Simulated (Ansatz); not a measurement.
**MgCd3S4: complex band structure**

A new crystal, MgCd3S4: structure, gap and complex bands. It is built by putting Mg for Zn in the ZnCd3S4 structure of space group P-43m, with the volume rescaled by atomic radii. The parent structure comes from the Materials Project.

Main program and level: Ansatz 0.2.0; LDA DFT, plane waves, PAW files, in the first sound run; inputs show where later runs differ.

The structure was built from a prototype and need not be the compound's stable phase.

## 1. The starting structure

The structure is cubic, space group P-43m (No. 215). Conventional cell: a = 5.828 Å, b = 5.828 Å, c = 5.828 Å, α = 90.00°, β = 90.00°, γ = 90.00°. Nearest to Mg lie 4 S at 2.39 Å. Nearest to Cd lie 4 S at 2.57 Å. Nearest to S lie 1 Mg at 2.39 Å and 3 Cd at 2.57 Å. It derives from ZnCd3S4. Mg for Zn in the ZnCd3S4 structure of space group P-43m. Farther neighbours and most contacts between anions are not listed.

## 2. Relaxing the new crystal

The substituted atoms don't fit the parent's cell, so cell and atoms relax together. A small smearing keeps the run stable in case the gap closes on the way.

Input file input.yaml:

```yaml
crystal:
  lattice:
    - [5.8284016386, 0.0, 0.0]
    - [0.0, 5.8284016386, 0.0]
    - [0.0, 0.0, 5.8284016386]
  atoms:
    - { symbol: Mg, position: [0.0, 0.0, 0.0] }
    - { symbol: Cd, position: [0.0, 0.5, 0.5] }
    - { symbol: Cd, position: [0.5, 0.5, 0.0] }
    - { symbol: Cd, position: [0.5, 0.0, 0.5] }
    - { symbol: S, position: [0.76360863, 0.76360863, 0.23639137] }
    - { symbol: S, position: [0.76360863, 0.23639137, 0.76360863] }
    - { symbol: S, position: [0.23639137, 0.76360863, 0.76360863] }
    - { symbol: S, position: [0.23639137, 0.23639137, 0.23639137] }
kpoints:
  mp_grid: { grid: [4, 4, 4] }
scf:
  occupations: { method: gaussian, width: 0.03 }
hamiltonian:
  xc: lda
output:
  forces: true
  stress: true
relax:
  f_tol: 0.02
  max_steps: 60
  cell: {}
```

On the command line:

```
ansatz run input.yaml --threads 2 --pin off --max-ram 4096MiB --backend cpu --events-out ev --progress --plain --runs-dir out
```

Numbers of over 12 decimals in the logs are rounded to 6 here.

Output:

```text
Engine: ansatz 0.2.0, x86_64-unknown-linux-gnu
Pseudopotentials: kind: paw
Pseudopotential: Mg, paw, valence charge 10, recommended cutoff 420 eV (normal), Mg.paw.azcp
Pseudopotential: Cd, paw, valence charge 20, recommended cutoff 420 eV (normal), Cd.paw.azcp
Pseudopotential: S, paw, valence charge 6, recommended cutoff 420 eV (normal), S.paw.azcp
Functional definition: SPW92
  exchange = slater_x
  correlation = pw_c
Crystal: 8 atoms, lattice volume = 197.992 Å³
Basis set: ecut = 420 eV, 3887 PW (Γ)
Bands: 57, of which v1, the nominal top of the filled ones, is band 47 counted from 1 (46 counted from 0)
Symmetry: 24 space group operations
Space group: P-43m (ITA 215), of the structure as read, at distance tolerance 5.8e-5 Å
k-points: 10 of 64 (time reversal used)
Non-local potential: Mg, projectors of the file, l = 0: 3, l = 1: 2, l = 2: 1
Non-local potential: Cd, projectors of the file, l = 0: 3, l = 1: 2, l = 2: 2, l = 3: 1
Non-local potential: S, projectors of the file, l = 0: 2, l = 1: 2, l = 2: 2
PAW form: soft (Blöchl's): semilocal exchange-correlation on the pseudo side does not see the compensation charge
PAW frozen core: Mg, regenerated for the run's functional, and the local potential with it (the file was generated under x = pbe(κ = 0.804, μ = 0.219515), c = pbe(β = 0.066725))
PAW frozen core: Cd, regenerated for the run's functional, and the local potential with it (the file was generated under x = pbe(κ = 0.804, μ = 0.219515), c = pbe(β = 0.066725))
PAW frozen core: S, regenerated for the run's functional, and the local potential with it (the file was generated under x = pbe(κ = 0.804, μ = 0.219515), c = pbe(β = 0.066725))
PAW one-centre angular grid: Mg, 110 points (default); XC on 64 Gauss nodes
PAW one-centre angular grid: Cd, 590 points (default); XC on 64 Gauss nodes
PAW one-centre angular grid: S, 110 points (default); XC on 64 Gauss nodes
Initial density: superposition of atomic densities (neutral atoms: chi_scale 0, normalization atom), corrected by the library's trained network
Initial wavefunctions: pseudopotential atomic-orbital guess
Functional: x = slater, c = lda
SCF iter   1: F=—  HF=-29739.693454 eV  |F-HF|=—  |Δ(HF+E_count)|=         —  Δρ=7.87e-3  dr2=1.25e-1  ethr=1.77e-3  ⟨swp⟩=7.7  Hψ=2197  notcnv=0  defer=2
preconditioner: auto → Resta (q_TF=auto, 2.410 Å⁻¹)  ε∞=4.7  [insulator: Δε(μ)=1.301 eV  Ē_g=10.872 eV  σ=0.030 eV  W_gap=1.00  n_scr=32 (ndim 8)  ℏωp=20.8 eV  f_vac=0.112  D(μ)=0.00/eV (n_scr^D=0)  ε∞_Penn≈4.7]
SCF iter   2: F=—  HF=-29739.657783 eV  |F-HF|=—  |Δ(HF+E_count)|=   3.57e-2  Δρ=3.27e-3  dr2=2.32e-2  ethr=1.33e-4  ⟨swp⟩=3.0  Hψ=1159  notcnv=0  defer=41
SCF iter   3: F=—  HF=-29739.650827 eV  |F-HF|=—  |Δ(HF+E_count)|=   6.96e-3  Δρ=8.71e-4  dr2=1.39e-3  ethr=2.47e-5  ⟨swp⟩=2.0  Hψ=664  notcnv=0  defer=41
SCF iter   4: F=—  HF=-29739.650569 eV  |F-HF|=—  |Δ(HF+E_count)|=   2.58e-4  Δρ=2.57e-4  dr2=1.59e-4  ethr=1.47e-6  ⟨swp⟩=2.0  Hψ=672  notcnv=0  defer=41
SCF iter   5: F=—  HF=-29739.650571 eV  |F-HF|=—  |Δ(HF+E_count)|=   1.98e-6  Δρ=7.51e-5  dr2=1.29e-5  ethr=1.69e-7  ⟨swp⟩=3.0  Hψ=1069  notcnv=0  defer=41
SCF iter   6: F=—  HF=-29739.650606 eV  |F-HF|=—  |Δ(HF+E_count)|=   3.50e-5  Δρ=1.54e-5  dr2=6.12e-7  ethr=1.37e-8  ⟨swp⟩=2.1  Hψ=834  notcnv=0  defer=41
SCF iter   7: F=-29739.650606 eV  HF=-29739.650606 eV  |F-HF|=6.74e-9  |Δ(HF+E_count)|=   2.31e-7  Δρ=4.65e-6  dr2=4.41e-8  ethr=1.06e-10  ⟨swp⟩=4.0  Hψ=1868  notcnv=0
SCF 1 converged in 7 iterations: F = -29739.650606 eV  dr2 = 4.41e-8
  greatest PAW one-centre occupation: 1.000 electrons in one spin orbital (limit 2), on the Mg atom at site 0 (counted from 0), in its partial waves of l = 1
relax step   1: F+E_penalty+E_count = -29739.65060614 eV  Δ(F+E_penalty+E_count) = +0.000e0 eV  max|allowed force component| = 5.052e-1 eV/Å  Δτ_max = 0.0000 Å  P = -3.504 GPa  Ω = 197.992 Å³  (7 SCF iters, dr2 threshold 1.00e-7 eV, accepted)
Crystal: 8 atoms, lattice volume = 183.019 Å³
Basis set: ecut = 420 eV, 3695 PW (Γ)
Initial density: handed on by an earlier stage of this run
Initial wavefunctions: those handed on with the density
iter 1 solved again at ethr=3.56e-5 eV; its pass at ethr=3.10e-3 eV (dr2=3.34e-2 eV) is discarded
SCF iter   1: F=—  HF=-29739.933413 eV  |F-HF|=—  |Δ(HF+E_count)|=         —  Δρ=4.34e-3  dr2=3.48e-2  ethr=3.56e-5  ⟨swp⟩=2.2  Hψ=2534  notcnv=0
preconditioner: auto → Resta (q_TF=auto, 2.442 Å⁻¹)  ε∞=4.6  [insulator: Δε(μ)=1.598 eV  Ē_g=11.317 eV  σ=0.030 eV  W_gap=1.00  n_scr=32 (ndim 8)  ℏωp=21.6 eV  f_vac=0.060  D(μ)=0.00/eV (n_scr^D=0)  ε∞_Penn≈4.6]
SCF iter   2: F=—  HF=-29739.924797 eV  |F-HF|=—  |Δ(HF+E_count)|=   8.62e-3  Δρ=2.07e-3  dr2=7.60e-3  ethr=3.56e-5  ⟨swp⟩=2.0  Hψ=776  notcnv=0
SCF iter   3: F=—  HF=-29739.923075 eV  |F-HF|=—  |Δ(HF+E_count)|=   1.72e-3  Δρ=4.97e-4  dr2=5.69e-4  ethr=8.08e-6  ⟨swp⟩=2.0  Hψ=708  notcnv=0
SCF iter   4: F=—  HF=-29739.923029 eV  |F-HF|=—  |Δ(HF+E_count)|=   4.64e-5  Δρ=1.43e-4  dr2=4.51e-5  ethr=6.05e-7  ⟨swp⟩=2.6  Hψ=912  notcnv=0
SCF iter   5: F=—  HF=-29739.923031 eV  |F-HF|=—  |Δ(HF+E_count)|=   2.00e-6  Δρ=6.18e-5  dr2=5.32e-6  ethr=4.80e-8  ⟨swp⟩=2.0  Hψ=978  notcnv=0
SCF iter   6: F=-29739.923031 eV  HF=-29739.923031 eV  |F-HF|=3.68e-8  |Δ(HF+E_count)|=   5.79e-7  Δρ=7.70e-6  dr2=1.10e-7  ethr=8.51e-10  ⟨swp⟩=4.0  Hψ=1856  notcnv=0
SCF 2 converged in 6 iterations: F = -29739.923031 eV  dr2 = 1.10e-7
relax step   2: F+E_penalty+E_count = -29739.92303136 eV  Δ(F+E_penalty+E_count) = -2.724e-1 eV  max|allowed force component| = 4.395e-2 eV/Å  Δτ_max = 0.0915 Å  P = +1.367 GPa  Ω = 183.019 Å³  energy of the carried Pulay correction = +1.352e-3 eV  (6 SCF iters, dr2 threshold 8.00e-7 eV, accepted)
Crystal: 8 atoms, lattice volume = 186.734 Å³
Basis set: ecut = 420 eV, 3743 PW (Γ)
iter 1 solved again at ethr=2.45e-6 eV; its pass at ethr=3.10e-3 eV (dr2=2.30e-3 eV) is discarded
SCF iter   1: F=—  HF=-29739.938812 eV  |F-HF|=—  |Δ(HF+E_count)|=         —  Δρ=8.98e-4  dr2=2.36e-3  ethr=2.45e-6  ⟨swp⟩=2.6  Hψ=2398  notcnv=0
preconditioner: auto → Resta (q_TF=auto, 2.433 Å⁻¹)  ε∞=4.6  [insulator: Δε(μ)=1.504 eV  Ē_g=11.228 eV  σ=0.030 eV  W_gap=1.00  n_scr=32 (ndim 8)  ℏωp=21.4 eV  f_vac=0.085  D(μ)=0.00/eV (n_scr^D=0)  ε∞_Penn≈4.6]
SCF iter   2: F=—  HF=-29739.938177 eV  |F-HF|=—  |Δ(HF+E_count)|=   6.34e-4  Δρ=3.81e-4  dr2=4.35e-4  ethr=2.45e-6  ⟨swp⟩=2.0  Hψ=683  notcnv=0
SCF iter   3: F=—  HF=-29739.938068 eV  |F-HF|=—  |Δ(HF+E_count)|=   1.09e-4  Δρ=1.22e-4  dr2=4.54e-5  ethr=4.63e-7  ⟨swp⟩=2.0  Hψ=689  notcnv=0
SCF iter   4: F=—  HF=-29739.938064 eV  |F-HF|=—  |Δ(HF+E_count)|=   3.79e-6  Δρ=3.81e-5  dr2=3.34e-6  ethr=4.83e-8  ⟨swp⟩=2.9  Hψ=924  notcnv=0
SCF iter   5: F=-29739.938064 eV  HF=-29739.938064 eV  |F-HF|=7.53e-9  |Δ(HF+E_count)|=   6.67e-8  Δρ=1.38e-5  dr2=2.34e-7  ethr=8.51e-10  ⟨swp⟩=4.0  Hψ=1859  notcnv=0
SCF 3 converged in 5 iterations: F = -29739.938064 eV  dr2 = 2.34e-7
relax step   3: F+E_penalty+E_count = -29739.93806407 eV  Δ(F+E_penalty+E_count) = -1.503e-2 eV  max|allowed force component| = 2.311e-2 eV/Å  Δτ_max = 0.0092 Å  P = -0.067 GPa  Ω = 186.734 Å³  energy of the carried Pulay correction = +1.006e-3 eV  (5 SCF iters, dr2 threshold 8.00e-7 eV, accepted)
[...]
relax step   4: F+E_penalty+E_count = -29739.93841823 eV  Δ(F+E_penalty+E_count) = -3.542e-4 eV  max|allowed force component| = 3.448e-3 eV/Å  Δτ_max = 0.0034 Å  P = +0.005 GPa  Ω = 186.569 Å³  energy of the carried Pulay correction = +1.022e-3 eV  (4 SCF iters, dr2 threshold 3.34e-8 eV, accepted)
Initial wavefunctions: pseudopotential atomic-orbital guess (no wavefunctions were taken with the density)
iter 1 solved again at ethr=1.57e-7 eV; its pass at ethr=3.10e-3 eV (dr2=1.47e-4 eV) is discarded
SCF iter   1: F=—  HF=-29739.937339 eV  |F-HF|=—  |Δ(HF+E_count)|=         —  Δρ=7.32e-5  dr2=1.67e-6  ethr=1.57e-7  ⟨swp⟩=3.7  Hψ=3900  notcnv=0
SCF iter   2: F=—  HF=-29739.937331 eV  |F-HF|=—  |Δ(HF+E_count)|=   7.56e-6  Δρ=3.34e-5  dr2=4.03e-7  ethr=1.77e-9  ⟨swp⟩=2.0  Hψ=960  notcnv=0
SCF iter   3: F=—  HF=-29739.937331 eV  |F-HF|=—  |Δ(HF+E_count)|=   7.19e-9  Δρ=9.41e-6  dr2=2.95e-8  ethr=4.28e-10  ⟨swp⟩=1.1  Hψ=613  notcnv=0
SCF iter   4: F=—  HF=-29739.937331 eV  |F-HF|=—  |Δ(HF+E_count)|=   2.18e-9  Δρ=7.21e-7  dr2=5.89e-10  ethr=3.14e-11  ⟨swp⟩=2.5  Hψ=927  notcnv=0
SCF iter   5: F=-29739.937331 eV  HF=-29739.937331 eV  |F-HF|=7.28e-12  |Δ(HF+E_count)|=  2.00e-10  Δρ=1.27e-7  dr2=3.09e-11  ethr=1.00e-12  ⟨swp⟩=4.0  Hψ=1860  notcnv=0
SCF 5 converged in 5 iterations: F = -29739.937331 eV  dr2 = 3.09e-11
relax step   5: F+E_penalty+E_count = -29739.93733121 eV  Δ(F+E_penalty+E_count) = +1.087e-3 eV  max|allowed force component| = 3.461e-3 eV/Å  Δτ_max = 0.0000 Å  P = +0.006 GPa  Ω = 186.569 Å³  stress off target by 6.40e-3 GPa  SCF on the basis re-selected at this cell (its energy is not comparable with the rows above)  (5 SCF iters)
basis re-selected at this cell: Δ(F+E_penalty+E_count) = +1.087e-3 eV, ΔP = +0.001 GPa vs the last step (what re-selecting the basis moved, of the pressure what is left beyond the Pulay correction that the steps carried, after the strain that the cell walked since its last selection, with what the two solves' SCF thresholds leave and, on support functions, any second-order correction that the steps lacked; it is no m [...]
SCF converged after 5 iterations
Free energy (F): -29739.937331 eV
Harris-Foulkes:  -29739.937331 eV  (|F-HF|=7.28e-12)
Internal energy: -29739.937331 eV  (E = F + TS)
E sigma→0 (E₀):  -29739.937331 eV
Fermi energy:    7.028434 eV
--- Per-component energies (eV) ---
  E_band       = -1889.336688
  E_kinetic    = 2023.854394
  E_local      = -14041.271002  (includes V_loc(G=0)·N_el)
  E_nonlocal   = 336.685024
  E_hartree    = 6260.080856
  E_xc         = -941.998403
  E_vxc        = -1054.695814  (∫ρ·V_xc dr)
  E_paw        = -14388.615877  (= ΣΔE_a)
  E_vpaw       = -1674.071320  (= ΣTr[D̂ρ^β])
  E_aug_tail   = 0.000029  (compensation charges beyond the density's cutoff)
  E_ewald      = -8991.735328
  E_core_change = 3.062976  (= ΣΔE_core)
  E_smearing   = -0.000000  (= −TS)
  E_closure    = 0.000000  (closes the sum)
  Σ components = -29739.937331   (vs F -29739.937331, Δ=0.00e0)
--- Forces (eV/Å), atoms counted from 1 ---
  atom   1  Mg    -0.00000000     0.00000000     0.00000000
  atom   2  Cd    -0.00000000     0.00000000     0.00000000
  atom   3  Cd    -0.00000000     0.00000000     0.00000000
  atom   4  Cd    -0.00000000     0.00000000    -0.00000000
  atom   5  S     -0.00346129    -0.00346129     0.00346129
  atom   6  S     -0.00346129     0.00346129    -0.00346129
  atom   7  S      0.00346129    -0.00346129    -0.00346129
  atom   8  S      0.00346129     0.00346129     0.00346129
  max |Σ_I F_I| component: 6.94e-18 eV/Å
--- Stress (GPa, compression-positive) ---
        0.006404       0.000000       0.000000
        0.000000       0.006404      -0.000000
        0.000000      -0.000000       0.006404
  P = ⅓ Tr σ = 0.0064 GPa (0.064 kbar)
--- Relaxed structure (4 steps of the walk, 4 accepted, 1 SCFs on fresh bases) ---
  F+E_penalty+E_count = -29739.93733121 eV   max|allowed force component| = 3.461e-3 eV/Å   (the final SCF, on the basis selected at the relaxed cell)
  cell:  # Å, volume = 186.5692 Å³
    - [5.714085, 0.0, 0]
    - [0.0, 5.714085, 0]
    - [0, 0, 5.714085]
  atoms:
    - { symbol: Mg, position: [-2.8833177113651977e-19, -3.4413792038874957e-19, -3.720409950148642e-19] }
    - { symbol: Cd, position: [-2.883317711365174e-19, 0.5, 0.5] }
    - { symbol: Cd, position: [0.5, 0.5, -3.720409950148642e-19] }
    - { symbol: Cd, position: [0.5, -3.441379203887496e-19, 0.5] }
    - { symbol: S, position: [0.755117, 0.755117, 0.244883] }
    - { symbol: S, position: [0.755117, 0.244883, 0.755117] }
    - { symbol: S, position: [0.244883, 0.755117, 0.755117] }
    - { symbol: S, position: [0.244883, 0.244883, 0.244883] }
```

Wall time 11 s (2 threads of Intel Xeon Platinum 8488C (Sapphire Rapids), shared host); peak memory 0.5 GiB; 22 s of CPU time.

Step by step:

| step | energy less that of the first step (eV) | largest force component (eV/Å) | pressure (GPa) | volume (Å³) |
| --- | --- | --- | --- | --- |
| 1 | 0.0000 | 0.5052 | -3.50 | 197.99 |
| 2 | -0.2724 | 0.0439 | 1.37 | 183.02 |
| 3 | -0.2875 | 0.0231 | -0.07 | 186.73 |
| 4 | -0.2878 | 0.0034 | 0.01 | 186.57 |
| 5* | -0.2867 | 0.0035 | 0.01 | 186.57 |

Relaxation steps marked * repeat the geometry before them on a plane-wave basis chosen anew for their cell, so energy and pressure can jump there.

The run keeps the 24 symmetry operations that it works with, so distortions that break them were not tested.

| conventional cell, symmetrised | before | after | change |
| --- | --- | --- | --- |
| a (Å) | 5.828 | 5.714 | -2.0 % |
| b (Å) | 5.828 | 5.714 | -2.0 % |
| c (Å) | 5.828 | 5.714 | -2.0 % |
| volume (Å³/atom) | 24.75 | 23.32 | -5.8 % |

The atoms that moved most (Å, as changes of fractional coordinates times the final cell):

| atom | dx | dy | dz | length |
| --- | --- | --- | --- | --- |
| S8 | 0.049 | 0.049 | 0.049 | 0.084 |
| S7 | 0.049 | -0.049 | -0.049 | 0.084 |
| S5 | -0.049 | -0.049 | 0.049 | 0.084 |
| S6 | -0.049 | 0.049 | -0.049 | 0.084 |

This step gave:

```
free energy  : -29739.9373 eV
Fermi energy : 7.028 eV
pressure     : 0.006404 GPa
```

The largest force component on a free atom ends at 0.0035 eV/Å.

(Part 1 of 3 ends here.)

[Logs are printed without paths, hosts, clocks, repeated set-up lines and the standing remarks that a program may print on its own settings, such as how far it seeks lower states.]

[Hosts, paths, dates, database ids (printed as entryN), source tags and the programs' standing remarks are cut or masked in the printed files.]
